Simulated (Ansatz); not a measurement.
# The perfect GaSb wire along [110], 6 atoms a period, H-terminated

Wanted: the relaxed geometry and the bands of the GaSb wire along [110], 6 atoms a period, H-terminated.

Calculated with Ansatz 0.2.0; DFT PBE, plane waves, PAW; relaxation of a wire's period; PAW set soft_1, in the first sound run; inputs show where later runs differ.

## Step 1: The starting structure

The cell holds 14 atoms: 3 Sb, 8 H and 3 Ga. Cell: a = 13.380 Å, b = 14.049 Å, c = 4.391 Å, α = 90.0°, β = 90.0°, γ = 90.0°. Vacuum lies along a and b. The structure's axis is c.

Coordinates:

```cif
data_structure
_symmetry_space_group_name_H-M 'P 1'
_symmetry_Int_Tables_number 1
_cell_length_a 13.3800
_cell_length_b 14.0490
_cell_length_c 4.3911
_cell_angle_alpha 90.000
_cell_angle_beta 90.000
_cell_angle_gamma 90.000
_cell_volume 825.43
loop_
_atom_site_label
_atom_site_type_symbol
_atom_site_fract_x
_atom_site_fract_y
_atom_site_fract_z
_atom_site_occupancy
Sb1 Sb 0.43832 0.65627 0.00000 1
H2 H 0.51383 0.75798 0.00000 1
Ga3 Ga 0.55435 0.50000 0.00000 1
H4 H 0.25411 0.25189 0.50000 1
H5 H 0.25411 0.43554 0.50000 1
H6 H 0.25411 0.74810 0.50000 1
H7 H 0.25411 0.56445 0.50000 1
Ga8 Ga 0.32229 0.34372 0.50000 1
Ga9 Ga 0.32229 0.65627 0.50000 1
Sb10 Sb 0.67038 0.50000 0.50000 1
H11 H 0.74590 0.39829 0.50000 1
H12 H 0.74590 0.60170 0.50000 1
Sb13 Sb 0.43832 0.34372 0.00000 1
H14 H 0.51383 0.24201 0.00000 1
```

## Step 2: Relaxing the period

Band widths follow the bond lengths, so the wire is relaxed first. The atoms and the third cell vector are free; the box across stays fixed as vacuum. A Fermi-Dirac smearing is set since the result may be a metal. The pressure printed is a third of the stress's trace over the whole box, vacuum included; only the stress along the axis is relaxed.

File input.yaml:

```yaml
crystal:
  lattice:
    - [13.38, 0.0, 0.0]
    - [0.0, 14.049, 0.0]
    - [0.0, 0.0, 4.3911331112]
  atoms:
    - { symbol: Sb, position: [0.438319389, 0.656274619, 0.0] }
    - { symbol: H, position: [0.513832317, 0.757980721, 0.0] }
    - { symbol: Ga, position: [0.554350779, 0.499995414, 0.0] }
    - { symbol: H, position: [0.254110613, 0.251890129, 0.5] }
    - { symbol: H, position: [0.254110613, 0.435542289, 0.5] }
    - { symbol: H, position: [0.254110613, 0.748100699, 0.5] }
    - { symbol: H, position: [0.254110613, 0.564448539, 0.5] }
    - { symbol: Ga, position: [0.322287999, 0.343716209, 0.5] }
    - { symbol: Ga, position: [0.322287999, 0.656274619, 0.5] }
    - { symbol: Sb, position: [0.670382169, 0.499995414, 0.5] }
    - { symbol: H, position: [0.745895097, 0.398289313, 0.5] }
    - { symbol: H, position: [0.745895097, 0.601701515, 0.5] }
    - { symbol: Sb, position: [0.438319389, 0.343716209, 0.0] }
    - { symbol: H, position: [0.513832317, 0.242010107, 0.0] }
kpoints:
  mp_grid: { grid: [1, 1, 19] }
scf:
  occupations: { method: fermi_dirac, width: 0.05 }
hamiltonian:
  xc: pbe
  pseudopotentials: { kind: paw, azcp: { folder: soft_1 } }
relax:
  cell: { fix: [a, b, alpha, beta, gamma] }
  max_steps: 45
  f_tol: 0.03
```

Command:

```console
$ ansatz run input.yaml --threads 4 --pin off --max-ram 16384MiB --backend cpu --events-out ev --progress --plain --runs-dir out
```

Numbers of over 12 decimals in the logs are rounded to 6 here.

Log:

```text
Engine: ansatz 0.2.0, x86_64-unknown-linux-gnu
Pseudopotentials: kind: paw
Pseudopotential: Sb, paw, valence charge 15, recommended cutoff 420 eV (normal), soft_1/Sb.paw.azcp
Pseudopotential: H, paw, valence charge 1, recommended cutoff 420 eV (normal), soft_1/H.paw.azcp
Pseudopotential: Ga, paw, valence charge 13, recommended cutoff 420 eV (normal), soft_1/Ga.paw.azcp
Functional definition: PBE
  parameter kappa = 0.804
  parameter beta = 0.066725
  exchange = pbe_x(kappa = kappa, mu = beta*pi^2/3)
  correlation = pbe_c(beta = beta)
Crystal: 14 atoms, lattice volume = 825.426 Å³
Basis set: ecut = 420 eV, 16169 PW (Γ), exchange–correlation on 180×192×60 points (8 copies of the dense FFT grid, shifted against one another)
Bands: 60, of which v1, the nominal top of the filled ones, is band 46 counted from 1 (45 counted from 0)
Symmetry: 4 space group operations
Space group: Pmm2 (ITA 25), of the structure as read, at distance tolerance 9.4e-5 Å
k-points: 10 of 19
Non-local potential: Sb, projectors of the file, l = 0: 2, l = 1: 2, l = 2: 2, l = 3: 1
Non-local potential: H, projectors of the file, l = 0: 2, l = 1: 1
Non-local potential: Ga, projectors of the file, l = 0: 2, l = 1: 2, l = 2: 3, l = 3: 1
PAW form: soft (Blöchl's): semilocal exchange-correlation on the pseudo side does not see the compensation charge
PAW one-centre angular grid: Sb, 590 points (default); XC on 64 Gauss nodes
PAW one-centre angular grid: H, 110 points (default); XC on 64 Gauss nodes
PAW one-centre angular grid: Ga, 590 points (default); XC on 64 Gauss nodes
Initial density: superposition of atomic densities (neutral atoms: chi_scale 0, normalization atom)
Initial wavefunctions: pseudopotential atomic-orbital guess
Functional: x = pbe(κ = 0.804, μ = 0.219515), c = pbe(β = 0.066725)
SCF iter   1: F=—  HF=-30929.602558 eV  |F-HF|=—  |Δ(HF+E_count)|=         —  Δρ=3.04e-2  dr2=8.81e0  ethr=3.10e-3  ⟨swp⟩=8.4  Hψ=2792  notcnv=0  defer=5
preconditioner: auto → Resta (q_TF=auto, 1.893 Å⁻¹)  ε∞=1.6  [insulator: Δε(μ)=1.991 eV  Ē_g=13.287 eV  σ=0.050 eV  W_gap=1.00  n_scr=94 (ndim 8)  ℏωp=10.2 eV  f_vac=0.609  D(μ)=0.00/eV (n_scr^D=0)  ε∞_Penn≈1.6  vacuum switching on, ρ_ref=1.3e-2 e/Å³]
SCF iter   2: F=—  HF=-30927.287224 eV  |F-HF|=—  |Δ(HF+E_count)|=    2.32e0  Δρ=1.19e-2  dr2=1.44e0  ethr=3.10e-3  ⟨swp⟩=3.3  Hψ=944  notcnv=0  defer=80
SCF iter   3: F=—  HF=-30927.006016 eV  |F-HF|=—  |Δ(HF+E_count)|=   2.81e-1  Δρ=4.92e-3  dr2=3.46e-1  ethr=1.57e-3  ⟨swp⟩=3.2  Hψ=882  notcnv=0  defer=88
SCF iter   4: F=—  HF=-30926.941274 eV  |F-HF|=—  |Δ(HF+E_count)|=   6.47e-2  Δρ=1.21e-3  dr2=1.65e-2  ethr=3.76e-4  ⟨swp⟩=3.3  Hψ=754  notcnv=0  defer=88
SCF iter   5: F=—  HF=-30926.940701 eV  |F-HF|=—  |Δ(HF+E_count)|=   5.73e-4  Δρ=5.77e-4  dr2=1.43e-3  ethr=1.80e-5  ⟨swp⟩=2.6  Hψ=1067  notcnv=0  defer=84
SCF iter   6: F=—  HF=-30926.941002 eV  |F-HF|=—  |Δ(HF+E_count)|=   3.01e-4  Δρ=1.99e-4  dr2=1.74e-4  ethr=1.55e-6  ⟨swp⟩=2.0  Hψ=825  notcnv=0  defer=84
SCF iter   7: F=—  HF=-30926.941132 eV  |F-HF|=—  |Δ(HF+E_count)|=   1.30e-4  Δρ=3.67e-5  dr2=1.49e-5  ethr=1.89e-7  ⟨swp⟩=2.0  Hψ=825  notcnv=0  defer=84
SCF iter   8: F=—  HF=-30926.941086 eV  |F-HF|=—  |Δ(HF+E_count)|=   4.61e-5  Δρ=1.22e-5  dr2=1.79e-6  ethr=1.62e-8  ⟨swp⟩=2.0  Hψ=840  notcnv=0  defer=84
SCF iter   9: F=—  HF=-30926.941088 eV  |F-HF|=—  |Δ(HF+E_count)|=   1.30e-6  Δρ=4.97e-6  dr2=2.87e-7  ethr=1.94e-9  ⟨swp⟩=2.0  Hψ=825  notcnv=0  defer=84
SCF iter  10: F=-30926.941088 eV  HF=-30926.941088 eV  |F-HF|=2.00e-8  |Δ(HF+E_count)|=   2.72e-7  Δρ=1.50e-6  dr2=4.43e-8  ethr=1.09e-10  ⟨swp⟩=5.0  Hψ=2168  notcnv=0
SCF 1 converged in 10 iterations: F = -30926.941088 eV  dr2 = 4.43e-8
  greatest PAW one-centre occupation: 0.995 electrons in one spin orbital (limit 2), on the Sb atom at site 9 (counted from 0), in its partial waves of l = 2
relax step   1: F+E_penalty+E_count = -30926.94108786 eV  Δ(F+E_penalty+E_count) = +0.000e0 eV  max|allowed force component| = 6.896e-1 eV/Å  Δτ_max = 0.0000 Å  P = -0.243 GPa  Ω = 825.426 Å³  fix = [a, b, alpha, beta, gamma]  reactions: a -0.455, b -0.477 GPa  (10 SCF iters, dr2 threshold 1.00e-7 eV, accepted)
Crystal: 14 atoms, lattice volume = 829.842 Å³
Basis set: ecut = 420 eV, 16289 PW (Γ), exchange–correlation on 180×192×60 points (8 copies of the dense FFT grid, shifted against one another)
Initial density: handed on by an earlier stage of this run
Initial wavefunctions: those handed on with the density
iter 1 solved again at ethr=3.81e-4 eV; its pass at ethr=3.10e-3 eV (dr2=3.50e-1 eV) is discarded
SCF iter   1: F=—  HF=-30927.378897 eV  |F-HF|=—  |Δ(HF+E_count)|=         —  Δρ=8.19e-3  dr2=3.56e-1  ethr=3.81e-4  ⟨swp⟩=3.5  Hψ=2905  notcnv=0
preconditioner: auto → Resta (q_TF=auto, 1.891 Å⁻¹)  ε∞=1.6  [insulator: Δε(μ)=1.672 eV  Ē_g=13.116 eV  σ=0.050 eV  W_gap=1.00  n_scr=94 (ndim 8)  ℏωp=10.1 eV  f_vac=0.660  D(μ)=0.00/eV (n_scr^D=0)  ε∞_Penn≈1.6  vacuum switching on, ρ_ref=1.2e-2 e/Å³]
SCF iter   2: F=—  HF=-30927.313957 eV  |F-HF|=—  |Δ(HF+E_count)|=   6.49e-2  Δρ=3.96e-3  dr2=6.53e-2  ethr=3.81e-4  ⟨swp⟩=4.1  Hψ=1018  notcnv=0
SCF iter   3: F=—  HF=-30927.312371 eV  |F-HF|=—  |Δ(HF+E_count)|=   1.59e-3  Δρ=8.64e-4  dr2=1.93e-2  ethr=7.09e-5  ⟨swp⟩=3.0  Hψ=896  notcnv=0  defer=87
SCF iter   4: F=—  HF=-30927.308285 eV  |F-HF|=—  |Δ(HF+E_count)|=   4.09e-3  Δρ=2.62e-4  dr2=7.74e-4  ethr=2.10e-5  ⟨swp⟩=2.0  Hψ=686  notcnv=0  defer=87
SCF iter   5: F=—  HF=-30927.308267 eV  |F-HF|=—  |Δ(HF+E_count)|=   1.81e-5  Δρ=7.93e-5  dr2=5.53e-5  ethr=8.42e-7  ⟨swp⟩=2.0  Hψ=904  notcnv=0  defer=87
SCF iter   6: F=—  HF=-30927.308282 eV  |F-HF|=—  |Δ(HF+E_count)|=   1.50e-5  Δρ=3.06e-5  dr2=1.36e-5  ethr=6.01e-8  ⟨swp⟩=2.0  Hψ=838  notcnv=0  defer=87
SCF iter   7: F=-30927.308282 eV  HF=-30927.308282 eV  |F-HF|=1.36e-7  |Δ(HF+E_count)|=   5.80e-7  Δρ=9.55e-6  dr2=7.24e-7  ethr=1.52e-9  ⟨swp⟩=4.0  Hψ=2372  notcnv=0
SCF 2 converged in 7 iterations: F = -30927.308282 eV  dr2 = 7.24e-7
relax step   2: F+E_penalty+E_count = -30927.30828178 eV  Δ(F+E_penalty+E_count) = -3.672e-1 eV  max|allowed force component| = 3.268e-1 eV/Å  Δτ_max = 0.1946 Å  P = +0.052 GPa  Ω = 829.842 Å³  energy of the carried Pulay correction = -5.334e-4 eV  fix = [a, b, alpha, beta, gamma]  reactions: a -0.159, b +0.082 GPa  (7 SCF iters, dr2 threshold 1.40e-6 eV, accepted)
Crystal: 14 atoms, lattice volume = 836.018 Å³
Basis set: ecut = 420 eV, 16401 PW (Γ), exchange–correlation on 180×192×60 points (8 copies of the dense FFT grid, shifted against one another)
[...]
relax step   6: F+E_penalty+E_count = -30927.47969326 eV  Δ(F+E_penalty+E_count) = -7.446e-3 eV  max|allowed force component| = 5.160e-2 eV/Å  Δτ_max = 0.0963 Å  P = -0.024 GPa  Ω = 844.171 Å³  energy of the carried Pulay correction = -2.245e-3 eV  fix = [a, b, alpha, beta, gamma]  reactions: a -0.018, b -0.028 GPa  (7 SCF iters, dr2 threshold 5.40e-7 eV, accepted)
relax step   7: F+E_penalty+E_count = -30927.48457192 eV  Δ(F+E_penalty+E_count) = -4.879e-3 eV  max|allowed force component| = 7.242e-2 eV/Å  Δτ_max = 0.1119 Å  P = -0.047 GPa  Ω = 843.889 Å³  energy of the carried Pulay correction = -2.211e-3 eV  fix = [a, b, alpha, beta, gamma]  reactions: a -0.043, b -0.069 GPa  (8 SCF iters, dr2 threshold 1.66e-7 eV, accepted)
relax step   8: F+E_penalty+E_count = -30927.48805659 eV  Δ(F+E_penalty+E_count) = -3.485e-3 eV  max|allowed force component| = 4.328e-2 eV/Å  Δτ_max = 0.0987 Å  P = -0.018 GPa  Ω = 842.650 Å³  energy of the carried Pulay correction = -2.064e-3 eV  fix = [a, b, alpha, beta, gamma]  reactions: a -0.020, b -0.034 GPa  (7 SCF iters, dr2 threshold 3.28e-7 eV, accepted)
relax step   9: F+E_penalty+E_count = -30927.48883687 eV  Δ(F+E_penalty+E_count) = -7.803e-4 eV  max|allowed force component| = 3.284e-2 eV/Å  Δτ_max = 0.0548 Å  P = -0.003 GPa  Ω = 842.261 Å³  energy of the carried Pulay correction = -2.018e-3 eV  fix = [a, b, alpha, beta, gamma]  reactions: a -0.013, b -0.008 GPa  (7 SCF iters, dr2 threshold 1.17e-7 eV, accepted)
relax step  10: F+E_penalty+E_count = -30927.48915805 eV  Δ(F+E_penalty+E_count) = -3.212e-4 eV  max|allowed force component| = 1.412e-2 eV/Å  Δτ_max = 0.0339 Å  P = -0.003 GPa  Ω = 842.377 Å³  energy of the carried Pulay correction = -2.032e-3 eV  fix = [a, b, alpha, beta, gamma]  reactions: a -0.022, b +0.006 GPa  (6 SCF iters, dr2 threshold 6.74e-8 eV, accepted)
Initial wavefunctions: pseudopotential atomic-orbital guess (no wavefunctions were taken with the density)
iter 1 solved again at ethr=1.20e-6 eV; its pass at ethr=3.10e-3 eV (dr2=1.11e-3 eV) is discarded
SCF iter   1: F=—  HF=-30927.479093 eV  |F-HF|=—  |Δ(HF+E_count)|=         —  Δρ=1.33e-4  dr2=4.07e-6  ethr=1.20e-6  ⟨swp⟩=3.9  Hψ=4467  notcnv=0
eigensolver tolerance schedule: the retry pair's looser diagonalisation over-reported the residual by 270.51 of it (diagonalisation noise at 0.12 of the residual, at the tolerance the schedule requests for it); recorded, not acted on — ethr = c·dr2/N_el stays at c = 1.0e-1
preconditioner: auto → Resta (q_TF=auto, 1.886 Å⁻¹)  ε∞=1.6  [insulator: Δε(μ)=1.777 eV  Ē_g=13.181 eV  σ=0.050 eV  W_gap=1.00  n_scr=94 (ndim 8)  ℏωp=10.1 eV  f_vac=0.656  D(μ)=0.00/eV (n_scr^D=0)  ε∞_Penn≈1.6  vacuum switching on, ρ_ref=1.3e-2 e/Å³]
SCF iter   2: F=—  HF=-30927.487252 eV  |F-HF|=—  |Δ(HF+E_count)|=   8.16e-3  Δρ=6.71e-5  dr2=1.24e-6  ethr=4.43e-9  ⟨swp⟩=3.0  Hψ=1268  notcnv=0
SCF iter   3: F=—  HF=-30927.491174 eV  |F-HF|=—  |Δ(HF+E_count)|=   3.92e-3  Δρ=9.93e-6  dr2=3.52e-7  ethr=1.34e-9  ⟨swp⟩=3.1  Hψ=1147  notcnv=0
SCF iter   4: F=—  HF=-30927.491310 eV  |F-HF|=—  |Δ(HF+E_count)|=   1.37e-4  Δρ=1.79e-6  dr2=2.26e-8  ethr=3.82e-10  ⟨swp⟩=2.1  Hψ=883  notcnv=0
SCF iter   5: F=—  HF=-30927.491314 eV  |F-HF|=—  |Δ(HF+E_count)|=   3.82e-6  Δρ=7.48e-7  dr2=3.70e-9  ethr=2.46e-11  ⟨swp⟩=2.0  Hψ=910  notcnv=0
SCF iter   6: F=—  HF=-30927.491316 eV  |F-HF|=—  |Δ(HF+E_count)|=   1.64e-6  Δρ=2.31e-7  dr2=1.24e-9  ethr=4.02e-12  ⟨swp⟩=2.4  Hψ=917  notcnv=0
SCF iter   7: F=-30927.491316 eV  HF=-30927.491316 eV  |F-HF|=2.91e-9  |Δ(HF+E_count)|=   1.04e-7  Δρ=6.16e-8  dr2=7.15e-11  ethr=1.00e-12  ⟨swp⟩=4.0  Hψ=2501  notcnv=0
SCF 11 converged in 7 iterations: F = -30927.491316 eV  dr2 = 7.15e-11
relax step  11: F+E_penalty+E_count = -30927.49131601 eV  Δ(F+E_penalty+E_count) = -2.158e-3 eV  max|allowed force component| = 1.422e-2 eV/Å  Δτ_max = 0.0000 Å  P = -0.001 GPa  Ω = 842.377 Å³  fix = [a, b, alpha, beta, gamma]  reactions: a -0.021, b +0.006 GPa  stress off target by 1.16e-2 GPa on what of the cell is left free  SCF on the basis re-selected at this cell (its energy is not comparable with the rows above)  (7 SCF iters)
basis re-selected at this cell: Δ(F+E_penalty+E_count) = -2.158e-3 eV, ΔP = +0.002 GPa vs the last step (what re-selecting the basis moved, of the pressure what is left beyond the Pulay correction that the steps carried, after the strain that the cell walked since its last selection, with what the two solves' SCF thresholds leave and, on support functions, any second-order correction that the steps lacked; it is no m [...]
SCF converged after 7 iterations
Free energy (F): -30927.491316 eV
Harris-Foulkes:  -30927.491316 eV  (|F-HF|=2.91e-9)
Internal energy: -30927.491316 eV  (E = F + TS)
E sigma→0 (E₀):  -30927.491316 eV
Fermi energy:    -1.806564 eV
--- Per-component energies (eV) ---
  E_band       = -1632.401130
  E_kinetic    = 924.008586
  E_local      = -30522.722979  (includes V_loc(G=0)·N_el)
  E_nonlocal   = 898.722903
  E_hartree    = 14948.911233
  E_xc         = -549.734786
  E_vxc        = -521.541034  (∫ρ·V_xc dr)
  E_paw        = -19616.292141  (= ΣΔE_a)
  E_vpaw       = -2308.683030  (= ΣTr[D̂ρ^β])
  E_aug_tail   = -0.007662  (compensation charges beyond the density's cutoff)
  E_ewald      = 2989.623530
  E_smearing   = -0.000000  (= −TS)
  E_closure    = 0.000000  (closes the sum)
  Σ components = -30927.491316   (vs F -30927.491316, Δ=0.00e0)
--- Forces (eV/Å), atoms counted from 1 ---
  atom   1  Sb     0.00378699    -0.00016443    -0.00000000
  atom   2  H     -0.01422054    -0.00536059     0.00000000
  atom   3  Ga    -0.00281144     0.00000000     0.00000000
  atom   4  H     -0.00539366     0.00366125     0.00000000
  atom   5  H      0.01153410    -0.00513305    -0.00000000
  atom   6  H     -0.00539366    -0.00366125     0.00000000
  atom   7  H      0.01153410     0.00513305    -0.00000000
  atom   8  Ga     0.00213313    -0.01350871     0.00000000
  atom   9  Ga     0.00213313     0.01350871    -0.00000000
  atom  10  Sb    -0.00981623     0.00000000     0.00000000
  atom  11  H      0.00847441     0.00621890    -0.00000000
  atom  12  H      0.00847441    -0.00621890    -0.00000000
  atom  13  Sb     0.00378699     0.00016443    -0.00000000
  atom  14  H     -0.01422054     0.00536059     0.00000000
  max |Σ_I F_I| component: 1.17e-6 eV/Å
--- Stress (GPa, compression-positive) ---
       -0.020943       0.000000       0.000000
        0.000000       0.006300       0.000000
        0.000000       0.000000       0.011553
  P = ⅓ Tr σ = -0.0010 GPa (-0.010 kbar)
--- Relaxed structure (10 steps of the walk, 10 accepted, 1 SCFs on fresh bases) ---
  F+E_penalty+E_count = -30927.49131601 eV   max|allowed force component| = 1.422e-2 eV/Å   (the final SCF, on the basis selected at the relaxed cell)
  cell:  # Å, volume = 842.3775 Å³
    - [13.38, 0, 0]
    - [0, 14.049, 0]
    - [0, 0, 4.481312]
  atoms:
    - { symbol: Sb, position: [0.430233, 0.661595, 0.0] }
    - { symbol: H, position: [0.529797, 0.738575, 0.0] }
    - { symbol: Ga, position: [0.530836, 0.499995, 0] }
    - { symbol: H, position: [0.303916, 0.194641, 0.5] }
    - { symbol: H, position: [0.238302, 0.382211, 0.5] }
    - { symbol: H, position: [0.303916, 0.805350, 0.5] }
    - { symbol: H, position: [0.238302, 0.617780, 0.5] }
    - { symbol: Ga, position: [0.321737, 0.304535, 0.5] }
    - { symbol: Ga, position: [0.321737, 0.695456, 0.5] }
    - { symbol: Sb, position: [0.644546, 0.499995, 0.5] }
    - { symbol: H, position: [0.729247, 0.408698, 0.5] }
    - { symbol: H, position: [0.729247, 0.591293, 0.5] }
    - { symbol: Sb, position: [0.430233, 0.338396, 0.0] }
    - { symbol: H, position: [0.529797, 0.261416, 0.0] }
```

Wall time 81 s (4 threads of Intel Xeon Platinum 8375C at 2.90GHz (Ice Lake), shared host); peak memory 1.6 GiB; 5.1 min of CPU time.

The steps of the relaxation:

```
step  energy less that of the first step (eV)  largest force component (eV/Å)  pressure (GPa)  volume (Å³)
   1                                   0.0000                          0.6896           -0.24       825.43
   2                                  -0.3672                          0.3268            0.05       829.84
   3                                  -0.4544                          0.1472           -0.06       836.02
   4                                  -0.5104                          0.2001            0.06       841.53
   5                                  -0.5312                          0.0929           -0.02       844.34
   6                                  -0.5386                          0.0516           -0.02       844.17
   7                                  -0.5435                          0.0724           -0.05       843.89
   8                                  -0.5470                          0.0433           -0.02       842.65
   9                                  -0.5477                          0.0328            0.00       842.26
  10                                  -0.5481                          0.0141            0.00       842.38
 11*                                  -0.5502                          0.0142            0.00       842.38
```

Relaxation steps marked * repeat the geometry before them on a plane-wave basis chosen anew for their cell, so energy and pressure can jump there.

The run keeps the 4 symmetry operations that it works with, so distortions that break them were not tested.

```
cell as run  before  after  change
      c (Å)   4.391  4.481  +2.1 %
```

The atoms that moved most (Å, along periodic axes as changes of fractional coordinates times the final cell, across vacuum about the mean position):

```
atom      dx      dy     dz  length
  H4   0.666  -0.804  0.000   1.044
  H6   0.666   0.804  0.000   1.044
  H7  -0.212   0.749  0.000   0.779
  H5  -0.212  -0.749  0.000   0.779
 Ga9  -0.007   0.550  0.000   0.551
 Ga8  -0.007  -0.550  0.000   0.551
 H14   0.214   0.273  0.000   0.346
  H2   0.214  -0.273  0.000   0.346
```

Final coordinates:

```cif
data_structure
_symmetry_space_group_name_H-M 'P 1'
_symmetry_Int_Tables_number 1
_cell_length_a 13.3800
_cell_length_b 14.0490
_cell_length_c 4.4813
_cell_angle_alpha 90.000
_cell_angle_beta 90.000
_cell_angle_gamma 90.000
_cell_volume 842.38
loop_
_atom_site_label
_atom_site_type_symbol
_atom_site_fract_x
_atom_site_fract_y
_atom_site_fract_z
_atom_site_occupancy
Sb1 Sb 0.43023 0.66160 0.00000 1
H2 H 0.52980 0.73857 0.00000 1
Ga3 Ga 0.53084 0.50000 0.00000 1
H4 H 0.30392 0.19464 0.50000 1
H5 H 0.23830 0.38221 0.50000 1
H6 H 0.30392 0.80535 0.50000 1
H7 H 0.23830 0.61778 0.50000 1
Ga8 Ga 0.32174 0.30454 0.50000 1
Ga9 Ga 0.32174 0.69546 0.50000 1
Sb10 Sb 0.64455 0.50000 0.50000 1
H11 H 0.72925 0.40870 0.50000 1
H12 H 0.72925 0.59129 0.50000 1
Sb13 Sb 0.43023 0.33840 0.00000 1
H14 H 0.52980 0.26142 0.00000 1
```

Numbers from this step:

```
cell length along the wire : 4.481 Å
```

The cell's length comes to 4.481 Å with spin left out.

[end of part 1 of 2]

[Logs are printed without paths, hosts, clocks, repeated set-up lines and the standing remarks that a program may print on its own settings, such as how far it seeks lower states.]

[Hosts, paths, dates, database ids (printed as entryN), source tags and the programs' standing remarks are cut or masked in the printed files.]
